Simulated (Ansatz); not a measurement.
# What HgH2 (model cell, started as CdI2 type) distorts into, part 3 of 3

Aim: this structure of HgH2 (model cell, started as CdI2 type) is to be tested for unstable modes, and one is followed downhill.

Ansatz 0.2.0; DFT PBE, scalar-relativistic, plane waves, PAW.

So far. Step 4 (The mode frozen in, largest atomic shift 0.45 Å): The run ends at a pressure of 3.51 GPa, with forces up to 0.81 eV/Å. Step 5 (Energy along the mode, all amplitudes (two of the runs …): The lowest step is at 0.45 Å, 75.4 meV/atom below the parent, and the energy rises beyond it.

The structure was built from a prototype and need not be the compound's stable phase.

## Step 7: The new phase in its own primitive cell

The relaxed structure is symmetrised, reduced to its primitive cell and relaxed tightly, as its phonons need.

input.yaml

```yaml
crystal:
  lattice:
    - [3.2384548008, -1.5993897124, 0.0]
    - [3.2384548008, 1.5993897124, 0.0]
    - [-1.5009357436, 0.0, 11.1188593779]
  atoms:
    - { symbol: Hg, position: [0.0, 0.0, 0.0] }
    - { symbol: Hg, position: [0.0, 0.0, 0.5] }
    - { symbol: H, position: [0.8777606935, 0.8777606935, 0.1209955696] }
    - { symbol: H, position: [0.6348521541, 0.6348521541, 0.580090579] }
    - { symbol: H, position: [0.3651478459, 0.3651478459, 0.419909421] }
    - { symbol: H, position: [0.1222393065, 0.1222393065, 0.8790044304] }
kpoints:
  mp_grid: { grid: [12, 12, 4] }
hamiltonian:
  xc: pbe
scf:
  occupations: { method: methfessel_paxton, width: 0.15 }
output:
  forces: true
  stress: true
  eigenvalues: true
relax:
  adjacent_minimum: "off"
  f_tol: 0.001
  max_steps: 60
  cell: { stress_tol: 0.01 }
```

The run is started by

```sh
ansatz run input.yaml --threads 4 --pin off --max-ram 7168MiB --backend cpu --events-out ev --progress --plain --runs-dir out
```

The program printed:

```text
[...]
Crystal: 6 atoms, lattice volume = 115.181 Å³
Basis set: ecut = 420 eV, 2243 PW (Γ), exchange–correlation on 50×50×150 points (8 copies of the dense FFT grid, shifted against one another)
Bands: 28, of which v1, the nominal top of the filled ones, is band 22 counted from 1 (21 counted from 0)
Symmetry: 4 space group operations
[...]
k-points: 164 of 576
[...]
- [3.238262, -1.599509, -0.105037]
    - [3.238262, 1.599509, -0.105037]
    - [-1.861480, 0.0, 10.952676]
  atoms:
    - { symbol: Hg, position: [2.219693e-19, 2.219693e-19, 0] }
    - { symbol: Hg, position: [0.0, 0.0, 0.500000] }
    - { symbol: H, position: [0.891845, 0.891845, 0.123496] }
    - { symbol: H, position: [0.644101, 0.644101, 0.581775] }
    - { symbol: H, position: [0.355899, 0.355899, 0.418225] }
    - { symbol: H, position: [0.108155, 0.108155, 0.876504] }
[key lines of the parts left out:]
SCF converged after 7 iterations
Free energy (F): -27687.406890 eV
Fermi energy:    4.141270 eV
P = ⅓ Tr σ = 0.0003 GPa (0.003 kbar)
```

Wall time 81 s (4 threads of Intel Xeon Platinum 8488C (Sapphire Rapids), shared host); peak memory 0.77 GiB; 5.2 min of CPU time.

Step by step:

```tsv
step	energy less that of the first step (eV)	largest force component (eV/Å)	pressure (GPa)	volume (Å³)
1	0.0000	0.0006	0.00	115.18
2	0.0000	0.0010	-0.01	115.15
3	-0.0001	0.0021	0.00	115.00
4	-0.0005	0.0034	0.00	114.48
5	-0.0008	0.0040	0.01	113.99
6	-0.0012	0.0030	0.01	113.49
7	-0.0013	0.0017	0.00	113.29
8	-0.0013	0.0012	0.00	113.24
9	-0.0013	0.0017	0.00	113.34
10	-0.0013	0.0019	0.00	113.25
11	-0.0014	0.0019	0.00	113.22
12	-0.0013	0.0012	0.00	113.35
13	-0.0012	0.0006	0.00	113.63
14	-0.0012	0.0003	0.00	113.69
15*	-0.0004	0.0003	0.00	113.69
16	-0.0013	0.0085	0.02	112.29
17	-0.0009	0.0045	-0.01	113.08
18	-0.0012	0.0020	0.00	112.60
19	-0.0011	0.0005	0.00	112.81
20	-0.0010	0.0005	0.00	112.84
21*	-0.0006	0.0006	0.00	112.84
```

Relaxation steps marked * repeat the geometry before them on a plane-wave basis chosen anew for their cell, so energy and pressure can jump there. Relaxation step 17 was tried and not accepted.

Forces are held to the 4 operations that the program found; a distortion that breaks them can't arise in this run.

```tsv
cell as run	before	after	change
a (Å)	3.612	3.613	+0.0 %
b (Å)	3.612	3.613	+0.0 %
c (Å)	11.220	11.110	-1.0 %
α (°)	96.89	100.30	+3.5 %
β (°)	96.89	100.30	+3.5 %
γ (°)	52.57	52.55	-0.0 %
volume (Å³/atom)	19.20	18.81	-2.0 %
```

The atoms that moved most (Å, as changes of fractional coordinates times the final cell):

```tsv
atom	dx	dy	dz	length
H6	-0.087	0.000	-0.024	0.090
H3	0.087	0.000	0.024	0.090
H5	-0.057	0.000	-0.017	0.059
H4	0.057	0.000	0.017	0.059
```

Read from the output:

```
pressure        : 2.57e-4 GPa
volume per atom : 18.81 Å³
```

The largest force component left is 0.56 meV/Å and the pressure is 0.000 GPa, within the tolerances set. The cell now holds 18.81 Å³/atom.

## Step 8: Modes of the new phase, k-mesh 12×12×4

A relaxed structure may still be a saddle point, so its zone-centre modes are computed. No field response is asked, since the mesh shows no gap.

input.yaml

```yaml
crystal:
  lattice:
    - [3.2382615636, -1.5995090072, -0.1050374593]
    - [3.2382615636, 1.5995090072, -0.1050374593]
    - [-1.8614801313, 0.0, 10.952675686]
  atoms:
    - { symbol: Hg, position: [0.0, 0.0, 0.0] }
    - { symbol: Hg, position: [0.0, 0.0, 0.5] }
    - { symbol: H, position: [0.8918451139, 0.8918451139, 0.1234963517] }
    - { symbol: H, position: [0.6441014732, 0.6441014732, 0.5817751702] }
    - { symbol: H, position: [0.3558985268, 0.3558985268, 0.4182248298] }
    - { symbol: H, position: [0.1081548861, 0.1081548861, 0.8765036483] }
kpoints:
  mp_grid: { grid: [12, 12, 4] }
hamiltonian:
  xc: pbe
scf:
  occupations: { method: methfessel_paxton, width: 0.15 }
output:
  eigenvalues: true
phonons:
  method: dfpt
```

The program printed:

```text
zone centre: on kpoints.mp_grid the ground state, and the responses unless they are solved on pairs of k-points, stand on 164 of the mesh's 576 k-points, reduced under 2 symmetry operations, with k and −k counted as one. Each operation leaves every solved displacement unchanged or reverses it
[...]
Crystal: 6 atoms, lattice volume = 112.836 Å³
Basis set: ecut = 420 eV, 2199 PW (Γ), exchange–correlation on 50×50×150 points (8 copies of the dense FFT grid, shifted against one another)
Bands: 28, of which v1, the nominal top of the filled ones, is band 22 counted from 1 (21 counted from 0)
Symmetry: 4 space group operations
k-points: 164 of 576 (irreducible under 2 space group operations, time reversal used)
[...]
SCF iter   1: F=—  HF=-27687.414733 eV  |F-HF|=—  |Δ(HF+E_count)|=         —  Δρ=3.91e-3  dr2=2.56e-2  ethr=1.77e-3  ⟨swp⟩=5.9  Hψ=19384  notcnv=0
[...]
SCF iter   9: F=-27687.406890 eV  HF=-27687.406890 eV  |F-HF|=7.28e-12  |Δ(HF+E_count)|=  3.27e-10  S|Δr|=    0.00e0  Δρ=4.86e-8  dr2=2.07e-12  ethr=1.00e-12  ⟨swp⟩=10.1  Hψ=25259  notcnv=0
SCF 1 converged in 9 iterations: F = -27687.406890 eV  dr2 = 2.07e-12
[...]
DFPT response loops at Γ: preconditioner auto → none (partly filled bands, converged f_vac=0.303); β = 0.50; Broyden in place of MSR1
SCF converged after 9 iterations
[...]
Free energy (F): -27687.406890 eV
[...]
Internal energy: -27687.408387 eV  (E = F + TS)
E sigma→0 (E₀):  -27687.407264 eV
Entropy (-TS):   0.001497 eV (0.250 meV/atom)
Fermi energy:    4.141270 eV
[...]
--- Band table (eV; the first three rows and the last of 164) ---
  k-point 0: bands = [... 18 lower, -2.1375, -2.0376, 0.4864, 1.2448, 7.6317, 9.1534, 11.1079, 11.1607, ... 2 higher]
  k-point 1: bands = [... 18 lower, -2.1292, -2.0510, 0.5512, 1.1720, 7.7102, 9.2120, 10.6525, 11.3948, ... 2 higher]
  k-point 2: bands = [... 18 lower, -2.1168, -2.0685, 0.6351, 1.0800, 7.7918, 9.3033, 10.3324, 11.4608, ... 2 higher]
  k-point 163: bands = [... 18 lower, 0.0623, 0.2521, 0.3094, 0.5696, 5.9617, 5.9720, 7.3490, 8.1656, ... 2 higher]
--- Phonons (Γ-DFPT): 12 representative perturbations + reference, on 164 of 576 k-points (Σ response iterations 42) ---
  k mesh reduced under 2 symmetry operations, with k and −k counted as one. Each operation leaves every solved displacement unchanged or reverses it
  ASR residual: 1.826e-5 → 0.000e0 eV/Å²; symmetrization residual: 9.446e-7 eV/Å²
  ASR residual per site (eV/Å²): 1.28e-5 1.83e-5 1.15e-5 5.90e-6 5.90e-6 1.15e-5
  Γ frequencies (cm⁻¹): -1376.74 -1.51 0.00 0.00 0.00 3.54 8.38 189.73 319.89 327.91 536.21 651.66 719.56 724.25 765.39 1038.54 1853.73 1965.28
  non-analytic LO–TO correction: not included (Born effective charges unavailable; polar crystals: no LO–TO splitting at Γ)
```

Elapsed: 1.7 min, on 4 threads; peak memory 1.5 GiB.

Read from the output:

```yaml
sum_rule_residual_before_enforcement: 1.83e-5 eV/Å²
point_group: 2/m
highest_optical_mode_at_the_zone_centre_no_lo_to_term: 1965 cm⁻¹
lowest_optical_zone_centre_mode: -1377 cm⁻¹
```

Patterns of degenerate modes are one choice out of their space. The modes at Γ (shares of kinetic energy by element, %) (negative means imaginary):

```tsv
mode	frequency (cm⁻¹)	symmetry	Hg %	H %
1	-1376.7	Bg	0	100
2	-1.5	Au	99	1
3	0.0	acoustic	99	1
4	0.0	acoustic	99	1
5	0.0	acoustic	99	1
6	3.5	Bu	99	1
7	8.4	Bu	99	1
8	189.7	Bg	0	100
9	319.9	Ag	0	100
10	327.9	Bu	1	99
11	536.2	Ag	0	100
12	651.7	Au	1	99
13	719.6	Bu	1	99
14	724.2	Au	1	99
15	765.4	Bu	1	99
16	1038.5	Ag	0	100
17	1853.7	Bu	1	99
18	1965.3	Ag	0	100
```

Displacements in mode 1 (-1376.7 cm⁻¹), the largest set to 1:
```
Hg1  0.00  0.00  0.00
Hg2  0.00  0.00  0.00
H3   0.00  0.00  0.00
H4   0.00  1.00  0.00
H5   0.00 -1.00  0.00
H6   0.00  0.00  0.00
```

Displacements in mode 11 (536.2 cm⁻¹), the largest set to 1:
```
Hg1  0.00  0.00  0.00
Hg2  0.00  0.00  0.00
H3   0.00  0.00  0.00
H4   1.00  0.00 -0.75
H5  -1.00  0.00  0.75
H6   0.00  0.00  0.00
```

Before it was imposed, the acoustic sum rule was missed by 1.8e-5 eV/Å². Small misses are needed for a sound result but don't prove that mesh and cutoff are converged. The lowest optical mode is imaginary, 1376.7i cm⁻¹, so the energy falls along it.

## Step 9: Results

```
unstable mode of the parent                                                      : q = (0, 0, -0.5), 646i cm⁻¹
depth at the lowest point sampled                                                : 75.4 meV/atom
largest atomic shift at that point                                               : 0.45 Å
space group reached                                                              : C2/m
energy gained over the parent (first relaxation, on the mesh of the frozen mode) : 189 meV/atom
volume per atom, phase reached                                                   : 18.8 Å³
lowest optical zone-centre mode, phase reached                                   : -1377 cm⁻¹
highest optical mode at the zone centre (no LO-TO term), phase reached           : 1965 cm⁻¹
```

**Reading.** Along this mode the structure falls into C2/m, 189 meV/atom below the parent. At the parent's cell the well is 75.37 meV/atom deep on the steps tried, with its lowest point at a shift of 0.45 Å. Relaxing atoms and cell changes the gain by +113.37 meV/atom against the lowest step (energies at zero smearing). Most of the total comes from this relaxation. The new phase still has an imaginary mode at the zone centre of its cell, so it is a saddle point on the way to a lower structure. Of the 3 patterns followed from this parent, this one ends 187 meV/atom above the lowest, C2/c. Each path keeps the symmetry of its pattern, so a lower phase may lie along a pattern not tried. With no gap, or one that is small against the smearing, the frequencies hang on the k mesh and the smearing, most of all near Kohn anomalies. The volume moved by more than a tenth on the k mesh of the start, so the energy gain is rough. Spin-orbit coupling is left out, which can matter for the heavy elements here. A phonon run warned that its eigensolver left some bands unconverged in a pass. The starting cell was built on a prototype and not taken from a measurement, so the phase need not exist.

[Long decimals in the printed logs are rounded to 6 places.]

[Logs are printed without paths, hosts, clocks, repeated set-up lines and the standing remarks that a program may print on its own settings, such as how far it seeks lower states.]

[Hosts, paths, dates, database ids (printed as entryN), source tags and the programs' standing remarks are cut or masked in the printed files.]

[Where the starting crystal was built by hand or by swapping elements, it need not be the compound's stable phase.]
